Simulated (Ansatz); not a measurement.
# Bands, cutoff and cost in G0W0 for K2LiScI6 (double perovskite (elpasolite)) (Fm-3m), part 2 of 2

Aim: see how the G0W0 gap of K2LiScI6 (double perovskite (elpasolite)) (Fm-3m) on PBE moves with empty bands and screening cutoff, and what each rung costs.

Ansatz 0.2.0; G0W0 on PBE, plane waves, PAW. Known limits of the many-body steps: not at the basis limit; no spin-orbit coupling; coarse k mesh.

So far. Step 4 (1198 empty bands, screening to 120 eV): Against the run with 2×2×2 mesh, 557 empty bands, screening to 72 eV, the gap moves by +0.05 eV.

The structure was built from a prototype and need not be the compound's stable phase.

### Step 5. Changing the frequency model: 2×2×2 mesh, 1198 empty bands, screening to 120 eV, plasmon pole

A plasmon pole stands in for the full frequency dependence of the screening; this run shows what that costs in accuracy.

File input.yaml:

```yaml
crystal:
  lattice:
    - [0.0, 5.8553772128, 5.8553772128]
    - [5.8553772128, 0.0, 5.8553772128]
    - [5.8553772128, 5.8553772128, 0.0]
  atoms:
    - { symbol: K, position: [0.25, 0.25, 0.25] }
    - { symbol: K, position: [0.75, 0.75, 0.75] }
    - { symbol: Li, position: [0.0, 0.0, 0.0] }
    - { symbol: Sc, position: [0.5, 0.5, 0.5] }
    - { symbol: I, position: [0.2533847642, 0.7466152358, 0.7466152358] }
    - { symbol: I, position: [0.2533847642, 0.7466152358, 0.2533847642] }
    - { symbol: I, position: [0.7466152358, 0.2533847642, 0.7466152358] }
    - { symbol: I, position: [0.7466152358, 0.2533847642, 0.2533847642] }
    - { symbol: I, position: [0.7466152358, 0.7466152358, 0.2533847642] }
    - { symbol: I, position: [0.2533847642, 0.2533847642, 0.7466152358] }
kpoints:
  mp_grid: { grid: [2, 2, 2] }
hamiltonian:
  xc: pbe
scf:
  occupations: { method: fixed }
gw:
  n_empty_bands: 1198
  ecut_chi: 120.0
  qp_bands: [v3, c3]
  qp_kpoints: band_edges
  screening: { model: godby_needs }
```

Launch:

```console
$ ansatz run input.yaml --threads 8 --pin off --max-ram 17510MiB --backend cpu --events-out ev --progress --plain --runs-dir out
```

Numbers of over 12 decimals in the logs are rounded to 6 here.

Output:

```text
[...]
Crystal: 10 atoms, lattice volume = 401.508 Å³
Basis set: ecut = 420 eV, 7799 PW (Γ)
Bands: 81, of which v1, the nominal top of the filled ones, is band 67 counted from 1 (66 counted from 0)
Symmetry: 48 space group operations
[...]
k-points: 3 of 8
[...]
1    66      3.4116   -17.4211     1.7401   -14.5464  0.7931     2.2653     2.2769  root
[...]
2    67      3.7621   -17.6610     1.7710   -14.7635  0.7919     2.6249     2.6355  root
     2    68      5.8253    -9.3333    -6.2561   -16.8003  0.7442     7.0464     7.0362  root
     2    69      6.1926   -10.3142    -6.5001   -18.0752  0.7651     7.5273     7.4535  root
     2    70      6.1926   -10.3142    -6.5001   -18.0752  0.7651     7.5273     7.4535  root
[key lines of the parts left out:]
SCF converged after 7 iterations
Free energy (F): -50506.355384 eV
Fermi energy:    3.782114 eV
```

It took 3.6 min on 8 threads of Arm Neoverse V2, shared host; peak memory 8.5 GiB; 25 min of CPU time.

This step gave:

| Property | Result |
| --- | --- |
| bands summed | 1265 |
| plasmon-pole fit frequency | 21.45 eV |
| RPA ε∞ on this mesh (eigenvalues) | 4.286, 4.286, 4.286 |
| plane waves in the screening matrix | 1243 |
| G0W0 gap on the mesh | 4.366 eV |
| k of the valence top | 0, 0, 0 |
| k of the conduction bottom | 0, 0, 0 |
| starting gap on the mesh | 2.042 eV |
| least direct G0W0 gap on the computed points | 4.366 eV |

Against the run with 2×2×2 mesh, 1198 empty bands, screening to 120 eV, the gap moves by +0.16 eV.

### Step 6. Changing the files and raising the bands: 2×2×2 mesh, 1776 empty bands, screening to 156 eV, hard PAW files

Other atomic data (hard PAW) test the pseudisation: the cutoff goes from 420 to 780 eV, with the same valence electrons. Bands and screening cutoff change too, so the step is no clean test of the files.

input.yaml, as its differences from that of step 5:

```diff
@@ -20,2 +20,3 @@
   xc: pbe
+  pseudopotentials: { kind: paw, source: ansatz }
 scf:
@@ -23,6 +24,6 @@
 gw:
-  n_empty_bands: 1198
-  ecut_chi: 120.0
+  n_empty_bands: 1776
+  ecut_chi: 156.0
   qp_bands: [v3, c3]
   qp_kpoints: band_edges
-  screening: { model: godby_needs }
+  screening: { model: contour_deformation }
```

Output:

```text
[...]
Crystal: 10 atoms, lattice volume = 401.508 Å³
Basis set: ecut = 780 eV, 19795 PW (Γ)
Bands: 81, of which v1, the nominal top of the filled ones, is band 67 counted from 1 (66 counted from 0)
Symmetry: 48 space group operations
[...]
k-points: 3 of 8
[...]
1    66      3.4127   -17.4170     1.6808   -14.5413  0.7563     2.1694     2.2178  root
[...]
2    67      3.7633   -17.6574     1.6964   -14.7583  0.7566     2.5141     2.5606  root
     2    68      5.8263    -9.3313    -6.4956   -16.7963  0.6892     6.8309     6.7956  root
     2    69      6.1937   -10.3142    -6.7902   -18.0732  0.6733     7.2021     7.1625  root
     2    70      6.1937   -10.3142    -6.7902   -18.0732  0.6733     7.2021     7.1625  root
[key lines of the parts left out:]
SCF converged after 12 iterations
Free energy (F): -50521.780945 eV
Fermi energy:    3.783396 eV
```

It took 13 min on 8 threads; peak memory 9.3 GiB; 1.6 h of CPU time.

Numbers from this step:

- bands summed: 1843
- RPA ε∞ on this mesh (eigenvalues): 4.286, 4.286, 4.286
- plane waves in the screening matrix: 1807
- G0W0 gap on the mesh: 4.205 eV
- k of the valence top: 0, 0, 0
- k of the conduction bottom: 0, 0, 0
- starting gap on the mesh: 2.042 eV
- least direct G0W0 gap on the computed points: 4.205 eV

Against the run with 2×2×2 mesh, 1198 empty bands, screening to 120 eV, the gap moves by +0.003 eV.

### Step 7. The runs together

Times are wall times on 8 threads of Arm Neoverse V2, shared host, good to a factor of about two.

```
 mesh        files            frequency  bands summed  cutoff (eV)  start (eV)  G0W0 (eV)     time  host memory (GiB)
2×2×2  default PAW  contour deformation           263           36       2.042      4.119     12 s                1.4
2×2×2  default PAW  contour deformation           624           72       2.042      4.149     45 s                3.5
2×2×2  default PAW  contour deformation          1265          120       2.042      4.201  3.7 min                8.3
2×2×2  default PAW         plasmon pole          1265          120       2.042      4.366  3.6 min                8.5
2×2×2     hard PAW  contour deformation          1843          156       2.042      4.205   13 min                9.3
```

How the two edges are built up, in eV (the quasiparticle level is the starting level plus Σx plus Σc less Vxc):

```
       run               edge  start      Σx     Σc     Vxc     Z    QP
 263 bands        valence top   3.78  -17.72   2.42  -14.83  0.77  3.31
 263 bands  conduction bottom   5.82   -9.35  -5.79  -16.74  0.70  7.43
 624 bands        valence top   3.78  -17.72   2.04  -14.83  0.76  2.92
 624 bands  conduction bottom   5.82   -9.35  -6.14  -16.74  0.69  7.07
1265 bands        valence top   3.78  -17.72   1.79  -14.83  0.76  2.67
1265 bands  conduction bottom   5.82   -9.35  -6.34  -16.74  0.69  6.88
```

### Step 8. Results

| Quantity | Value |
| --- | --- |
| 263 bands, 36 eV | 4.119 eV |
| 624 bands, 72 eV | 4.149 eV |
| 1265 bands, 120 eV | 4.201 eV |
| estimated limit in bands and cutoff | 4.25 eV |
| mesh and start | 2×2×2, PBE |

**Reading.** A line in one over the bands through the two highest rungs gives 4.25 eV, +0.05 eV from the top rung; the pair below gives 4.17 eV, so the estimate is still climbing. The rungs stand 0.13 eV (263 bands), 0.10 eV (624 bands) and 0.05 eV (1265 bands) from it. From 263 to 1265 bands the gap moves by +0.08 eV while the time grows 19-fold. Σc changes by −0.63 eV at the valence top and −0.55 eV at the conduction bottom, so the levels themselves move more than the gap between them. The plasmon-pole model gives +0.16 eV against contour deformation, 8 % of the correction, and saved no time in this program. With hard PAW files and 1843 bands the gap is 4.20 eV; the line for the default PAW files gives 4.22 eV at that count, a difference of −0.01 eV that holds the line's own error too. The 2×2×2 mesh is coarse for this cell (its supercell is 17 Å along the shortest edge). The RPA ε∞ on it, from the PBE start, is 4.29; such meshes misread the long-range screening, most where the gap is narrow. The many-body steps are scalar-relativistic: spin-orbit coupling is not in them.

[Paths, hosts, dates, memory and timing lines, banners, echoed tables and standing remarks are left out of the program output.]

[Logs are printed without paths, hosts, clocks, repeated set-up lines and the standing remarks that a program may print on its own settings, such as how far it seeks lower states.]

[Runs of the session that timed out or met a known fault of the program may be left out.]

[Cells called generated may have been cut or substituted from an entry of the Crystallography Open Database or the Materials Project.]

[Hosts, paths, dates, database ids (printed as entryN), source tags and the programs' standing remarks are cut or masked in the printed files.]
